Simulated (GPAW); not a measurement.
# OH/Cu(111): work function by functional and basis, part 2 of 2

How far do functional and basis move the work function of OH/Cu(111)?

GPAW 26.7.0; GPAW, PAW setups; slab in vacuum, relaxation (the session's first sound run).

So far, upper work function (eV): step 2 (relaxation, PBE, GPAW) 2.50; step 3 (plane waves, PBE) 2.50; step 4 (self-consistent run: xc = "revPBE") 2.37; step 5 (self-consistent run: xc = "RPBE") 2.39.

**6. OptPBE vdW: xc = "optPBE-vdW"**

The same geometry under optPBE-vdW, to see how far the functional moves the levels against the vacuum (the van der Waals functionals take revPBE setups).

The input, run.py:

```python
import json
import numpy as np
from ase import Atoms
from gpaw import GPAW, PW

slab = Atoms(
    ['Cu', 'Cu', 'Cu', 'Cu', 'O', 'H'],
    positions=[
        [0.00000, 0.00000, 9.00000],
        [1.27633, 0.73689, 11.08423],
        [2.55266, 1.47378, 13.19782],
        [0.00000, 0.00000, 15.28514],
        [1.27633, 0.73689, 16.67309],
        [1.27633, 0.73689, 17.64670]],
    cell=[[2.55266, 0.0, 0.0], [1.27633, 2.21066, 0.0], [0.0, 0.0, 26.55497]],
    pbc=[True, True, False])

slab.calc = GPAW(mode=PW(500), xc='optPBE-vdW', kpts={'size': (14, 14, 1), 'gamma': True},
                 occupations={'name': 'fermi-dirac', 'width': 0.1}, nbands='160%',
                 convergence={'density': 1e-05}, maxiter=200,
                 poissonsolver={'dipolelayer': 'xy'},
                 symmetry={'tolerance': 1e-3}, txt='slab.txt')
result = {}
energy = slab.get_potential_energy()
fermi = slab.calc.get_fermi_level()
v = slab.calc.get_electrostatic_potential().mean((0, 1)) - fermi
n = slab.calc.get_pseudo_density().mean((0, 1))
L = slab.cell[2, 2]
z = np.arange(len(v)) * L / len(v)
low, high = slab.positions[:, 2].min(), slab.positions[:, 2].max()
below, above = np.interp([low - 6.8, high + 6.8], z, v)
slopes = [np.interp(x, z, np.gradient(v, z)) for x in (low - 6.8, high + 6.8)]
eps = np.array([[slab.calc.get_eigenvalues(k, s) for k in range(len(slab.calc.get_ibz_k_points()))]
                for s in range(slab.calc.get_number_of_spins())]) - fermi
top, bottom = eps[eps < 0].max(), eps[eps > 0].min()
dipole = slab.get_dipole_moment()[2]
print(f'energy {energy:.4f} eV, Fermi level {fermi:.4f} eV, dipole {dipole:.5f} e A')
print(f'potential 6.8 A off the faces, from the Fermi level: lower {below:.4f} eV, upper {above:.4f} eV')
print(f'slope of the potential there: lower {slopes[0]:.5f}, upper {slopes[1]:.5f} eV/A')
print(f'nearest levels on the mesh: {top:.4f} and {bottom:.4f} eV')
print('magnetic moment', round(slab.get_magnetic_moment(), 3))
result.update(energy=energy, fermi=fermi, dipole=dipole, below=below, above=above, slopes=slopes, edges=[top, bottom],
              z=z.tolist(), v=v.tolist(), n=n.tolist(), positions=slab.positions.tolist(),
              forces=slab.get_forces(apply_constraint=False).tolist(), moments=slab.get_magnetic_moments().tolist())
json.dump(result, open('result.json', 'w'))
```

On the command line:

```console
OMP_NUM_THREADS=1 OPENBLAS_NUM_THREADS=1 python run.py
```

Output:

```text
energy -67.7701 eV, Fermi level 0.4334 eV, dipole 0.06488 e A
potential 6.8 A off the faces, from the Fermi level: lower 4.9687 eV, upper 2.8821 eV
slope of the potential there: lower -0.00137, upper -0.00076 eV/A
nearest levels on the mesh: -0.0000 and 0.0140 eV
magnetic moment 0.0
```

Elapsed: 3.9 min, on 1 thread of Arm Neoverse V1, shared host; peak memory 0.39 GiB.

This step gave:

| Property | Result |
| --- | --- |
| dipole along the normal | 0.06488 e·Å |
| levels nearest the Fermi level on the mesh | -3.10e-5, 0.01400 eV from the Fermi level |
| upper work function | 2.882 eV |
| lower work function | 4.969 eV |

The upper face's work function is 2.882 eV, against 2.503 eV in the first plane-wave PBE run at this geometry.

**7. Self-consistent run: xc = "LDA"**

The same geometry under LDA, to see how far the functional moves the levels against the vacuum.

Edit run.py of step 6 so:

```diff
@@ -17,3 +17,3 @@
 
-slab.calc = GPAW(mode=PW(500), xc='optPBE-vdW', kpts={'size': (14, 14, 1), 'gamma': True},
+slab.calc = GPAW(mode=PW(500), xc='LDA', kpts={'size': (14, 14, 1), 'gamma': True},
                  occupations={'name': 'fermi-dirac', 'width': 0.1}, nbands='160%',
```

Output:

```text
energy -27.4968 eV, Fermi level 0.2558 eV, dipole 0.07602 e A
potential 6.8 A off the faces, from the Fermi level: lower 5.1896 eV, upper 2.7458 eV
slope of the potential there: lower -0.00138, upper -0.00079 eV/A
nearest levels on the mesh: -0.0131 and 0.0068 eV
magnetic moment 0.0
```

Wall time 3.3 min (1 thread); peak memory 0.25 GiB.

This step gave:

* dipole along the normal: 0.07602 e·Å
* levels nearest the Fermi level on the mesh: -0.01315, 0.006784 eV from the Fermi level
* upper work function: 2.746 eV
* lower work function: 5.190 eV

The electrostatic potential energy of an electron (without an applied field's), less the Fermi level, planar mean oscillates, so the rows of the table below give means over windows of 1 Å about each position, cut where the curve ends. Its maxima inside the range that stand out by 2 % of the span (Å: eV): 0.5: 5.19, 10.1: 0.494, 12.1: 0.677, 14.2: 0.593, 16.1: -1.90, 17.4: 1.000. Its minima: 9.0: -18.5, 11.1: -18.7, 13.2: -18.6, 15.3: -18.9, 16.7: -12.4, 17.6: -0.760.

Table of electrostatic potential energy of an electron (without an applied field's), less the Fermi level, planar mean by z; means over each step:

z (Å), electrostatic potential energy of an electron (without an applied field's), less the Fermi level, planar mean (eV) and a bar from the least value:
```
        0        4.7 #############################
        1        5.2 ##############################
        2        5.2 ##############################
        3        5.2 ##############################
        4        5.2 ##############################
        5        5.2 ##############################
        6        5.2 ##############################
        7        4.9 #############################
        8        0.9 #######################
        9      -13.6 
       10       -1.6 ###################
       11      -13.6 
       12       -1.8 ###################
       13      -12.7 #
       14       -2.9 #################
       15      -11.8 ###
       16       -6.3 ############
       17       -4.8 ##############
       18        0.8 #######################
       19        2.6 ##########################
       20        2.7 ##########################
       21        2.7 ##########################
       22        2.7 ##########################
       23        2.7 ##########################
       24        2.7 ##########################
       25        2.7 ##########################
       26        2.9 ##########################
```

The upper face's work function is 2.746 eV, against 2.503 eV in the first plane-wave PBE run at this geometry.

**8. Self-consistent run: xc = "vdW-DF2"**

The same geometry under vdW-DF2, to see how far the functional moves the levels against the vacuum (the van der Waals functionals take revPBE setups).

Edit run.py of step 7 so:

```diff
@@ -17,3 +17,3 @@
 
-slab.calc = GPAW(mode=PW(500), xc='LDA', kpts={'size': (14, 14, 1), 'gamma': True},
+slab.calc = GPAW(mode=PW(500), xc='vdW-DF2', kpts={'size': (14, 14, 1), 'gamma': True},
                  occupations={'name': 'fermi-dirac', 'width': 0.1}, nbands='160%',
```

Output:

```text
energy -257.7448 eV, Fermi level 0.2522 eV, dipole 0.05476 e A
potential 6.8 A off the faces, from the Fermi level: lower 5.1381 eV, upper 3.3753 eV
slope of the potential there: lower -0.00144, upper 0.00052 eV/A
nearest levels on the mesh: -0.0105 and 0.0028 eV
magnetic moment 0.0
```

Elapsed: 13 min, on 1 thread; peak memory 0.4 GiB.

Numbers from this step:

```yaml
dipole_along_the_normal: 0.05476 e·Å
levels_nearest_the_fermi_level_on_the_mesh: -0.01054, 0.002819 eV from the Fermi level
upper_work_function: 3.375 eV
lower_work_function: 5.138 eV
```

The upper face's work function is 3.375 eV, against 2.503 eV in the first plane-wave PBE run at this geometry.

**9. Real-space grid: mode = "fd"**

A real-space grid is a second complete basis, so it checks the plane-wave result.

Edit run.py of step 8 so:

```diff
@@ -3,3 +3,3 @@
 from ase import Atoms
-from gpaw import GPAW, PW
+from gpaw import GPAW
 
@@ -17,3 +17,3 @@
 
-slab.calc = GPAW(mode=PW(500), xc='vdW-DF2', kpts={'size': (14, 14, 1), 'gamma': True},
+slab.calc = GPAW(mode='fd', h=0.18, xc='PBE', kpts={'size': (14, 14, 1), 'gamma': True},
                  occupations={'name': 'fermi-dirac', 'width': 0.1}, nbands='160%',
```

Output:

```text
energy -23.8937 eV, Fermi level -3.6602 eV, dipole 0.07269 e A
potential 6.8 A off the faces, from the Fermi level: lower 4.8162 eV, upper 2.5044 eV
slope of the potential there: lower 0.00007, upper -0.00014 eV/A
nearest levels on the mesh: -0.0093 and 0.0119 eV
magnetic moment 0.0
```

Elapsed: 12 min, on 1 thread; peak memory 0.65 GiB.

Numbers from this step:

| Item | Value |
| --- | --- |
| dipole along the normal | 0.07269 e·Å |
| levels nearest the Fermi level on the mesh | -0.009280, 0.01188 eV from the Fermi level |
| upper work function | 2.504 eV |
| lower work function | 4.816 eV |

The upper face's work function is 2.504 eV, against 2.503 eV in the first plane-wave PBE run at this geometry.

**10. Atomic orbitals: mode = "lcao"**

Atom-centred orbitals end a few angstrom from the surface, which tests how much the density's tail matters.

Edit run.py of step 9 so:

```diff
@@ -17,4 +17,4 @@
 
-slab.calc = GPAW(mode='fd', h=0.18, xc='PBE', kpts={'size': (14, 14, 1), 'gamma': True},
-                 occupations={'name': 'fermi-dirac', 'width': 0.1}, nbands='160%',
+slab.calc = GPAW(mode='lcao', basis='dzp', h=0.18, xc='PBE', kpts={'size': (14, 14, 1), 'gamma': True},
+                 occupations={'name': 'fermi-dirac', 'width': 0.1}, nbands='120%',
                  convergence={'density': 1e-05}, maxiter=200,
```

Output:

```text
energy -21.3891 eV, Fermi level -3.1392 eV, dipole 0.07545 e A
potential 6.8 A off the faces, from the Fermi level: lower 4.3393 eV, upper 1.9390 eV
slope of the potential there: lower -0.00000, upper -0.00000 eV/A
nearest levels on the mesh: -0.0108 and 0.0078 eV
magnetic moment 0.0
```

Run time: 3.2 min. Hardware: 1 thread; peak memory 0.24 GiB.

This step gave:

```
dipole along the normal                    : 0.07545 e·Å
levels nearest the Fermi level on the mesh : -0.01082, 0.007841 eV from the Fermi level
upper work function                        : 1.939 eV
lower work function                        : 4.339 eV
```

The electrostatic potential energy of an electron (without an applied field's), less the Fermi level, planar mean oscillates, so the rows of the table below give means over windows of 1 Å about each position, cut where the curve ends. Its maxima inside the range that stand out by 2 % of the span (Å: eV): 0.2: 4.34, 10.0: -0.249, 12.1: -0.0195, 14.3: -0.0653, 16.1: -2.35, 17.3: 0.782. Its minima: 9.0: -18.9, 11.1: -19.0, 13.2: -19.1, 15.3: -19.3, 16.7: -12.7, 17.7: -1.09.

The electrostatic potential energy of an electron (without an applied field's), less the Fermi level, planar mean by z; means over each step:

z (Å), electrostatic potential energy of an electron (without an applied field's), less the Fermi level, planar mean (eV) and a bar from the least value:
```
        0        4.2 ##############################
        1        4.3 ##############################
        2        4.3 ##############################
        3        4.3 ##############################
        4        4.3 ##############################
        5        4.3 ##############################
        6        4.3 ##############################
        7        4.1 ##############################
        8        0.3 #######################
        9      -14.1 
       10       -2.2 ###################
       11      -14.2 
       12       -2.4 ###################
       13      -13.2 ##
       14       -3.5 #################
       15      -12.3 ###
       16       -6.7 ############
       17       -5.0 ###############
       18        0.4 ########################
       19        1.9 ##########################
       20        1.9 ##########################
       21        1.9 ##########################
       22        1.9 ##########################
       23        1.9 ##########################
       24        1.9 ##########################
       25        1.9 ##########################
       26        1.9 ##########################
```

The upper face's work function is 1.939 eV, against 2.503 eV in the first plane-wave PBE run at this geometry.

**11. All levels side by side**

Times are for 1 thread of Arm Neoverse V1, shared host. Results by setting:

```csv
no.,run,upper work function (eV),lower work function (eV),time,memory (GiB)
1,pw,2.503,4.827,3.6 min,0.25
2,revPBE,2.365,4.677,3.4 min,0.25
3,RPBE,2.390,4.652,6.1 min,0.25
4,optPBE vdW,2.882,4.969,3.9 min,0.39
5,LDA,2.746,5.190,3.3 min,0.25
6,vdW DF2,3.375,5.138,13 min,0.4
7,fd,2.504,4.816,12 min,0.65
8,lcao,1.939,4.339,3.2 min,0.24
```

**12. Side by side**

Results and costs are gathered.

This step: comparison of work functions, dipole and cost (GPAW 26.7.0).

Ladder, by row:

```
      step  code  work function, upper (eV)  work function, lower (eV)  dipole (e Å)  wall time (s)  peak memory (GiB)  threads
        pw  GPAW                      2.503                      4.827       0.07229          214.6               0.25        1
    revPBE  GPAW                      2.365                      4.677        0.0719          201.3               0.25        1
      RPBE  GPAW                       2.39                      4.652       0.07035          365.5               0.25        1
optPBE-vdW  GPAW                      2.882                      4.969       0.06488          233.4               0.39        1
       LDA  GPAW                      2.746                       5.19       0.07602          199.9               0.25        1
   vdW-DF2  GPAW                      3.375                      5.138       0.05476            777                0.4        1
        fd  GPAW                      2.504                      4.816       0.07269          749.8               0.65        1
      lcao  GPAW                      1.939                      4.339       0.07545          190.7               0.24        1
```

**13. A changed run**

One more run, with changed settings.

This step: GPAW, PAW setups; slab in vacuum (GPAW 26.7.0).

Edit run.py of step 10 so:

```diff
@@ -3,3 +3,3 @@
 from ase import Atoms
-from gpaw import GPAW
+from gpaw import GPAW, PW
 
@@ -17,5 +17,5 @@
 
-slab.calc = GPAW(mode='lcao', basis='dzp', h=0.18, xc='PBE', kpts={'size': (14, 14, 1), 'gamma': True},
-                 occupations={'name': 'fermi-dirac', 'width': 0.1}, nbands='120%',
-                 convergence={'density': 1e-05}, maxiter=200,
+slab.calc = GPAW(mode=PW(100), xc='PBE', kpts={'size': (14, 14, 1), 'gamma': True},
+                 occupations={'name': 'fermi-dirac', 'width': 0.1}, nbands='160%',
+                 convergence={'density': 1e-05}, maxiter=50,
                  poissonsolver={'dipolelayer': 'xy'},
```

Output:

```text
energy 905.1062 eV, Fermi level -9.0780 eV, dipole 0.24696 e A
potential 6.8 A off the faces, from the Fermi level: lower 29.8902 eV, upper 22.9981 eV
slope of the potential there: lower -0.97150, upper 0.99192 eV/A
nearest levels on the mesh: -0.0037 and 0.0267 eV
magnetic moment 0.0
```

Run time: 44 s. Hardware: 1 thread; peak memory 0.13 GiB.

The run finished. A setting was moved off its sound value on purpose, so it serves as a test and not as the result.

The fault put into the input: a cutoff far too low (ecut = 100).

Side by side:

```
                     quantity  this run  sound run  difference
dipole along the normal (e·Å)   0.24696   0.072287       0.175
```

One result that differs is the dipole along the normal, 0.247 e·Å against 0.0723 e·Å.

**14. What came out**

| Quantity | Value |
| --- | --- |
| work function, upper and lower face | 2.503 and 4.827 eV |
| dipole along the normal | 0.0723 e Å |

In words: With plane waves and PBE the work function is 2.50 eV on the upper face and 4.83 eV on the lower. The two faces differ by 2.3 eV, the step that the slab's dipole makes (e p/(ε0 A) gives 2.3 eV), so the dipole layer is needed. Over the sound runs of the table the upper face's work function spans 1.939 (lcao) to 3.375 eV (vdW-DF2). Atomic orbitals miss the plane-wave value by -0.56 eV, since they describe the tail of the density in the vacuum poorly. The cell of 5.64 Å² holds one OH, started on one chosen site; other sites and coverages weren't tried. The in-plane lattice was kept as typed, which isn't the functional's own and leaves some strain; spin-orbit coupling and temperature are left out.

[Logs are printed without paths, hosts, clocks, repeated set-up lines and the standing remarks that a program may print on its own settings, such as how far it seeks lower states.]

[Hosts, paths, dates, database ids (printed as entryN), source tags and the programs' standing remarks are cut or masked in the printed files.]
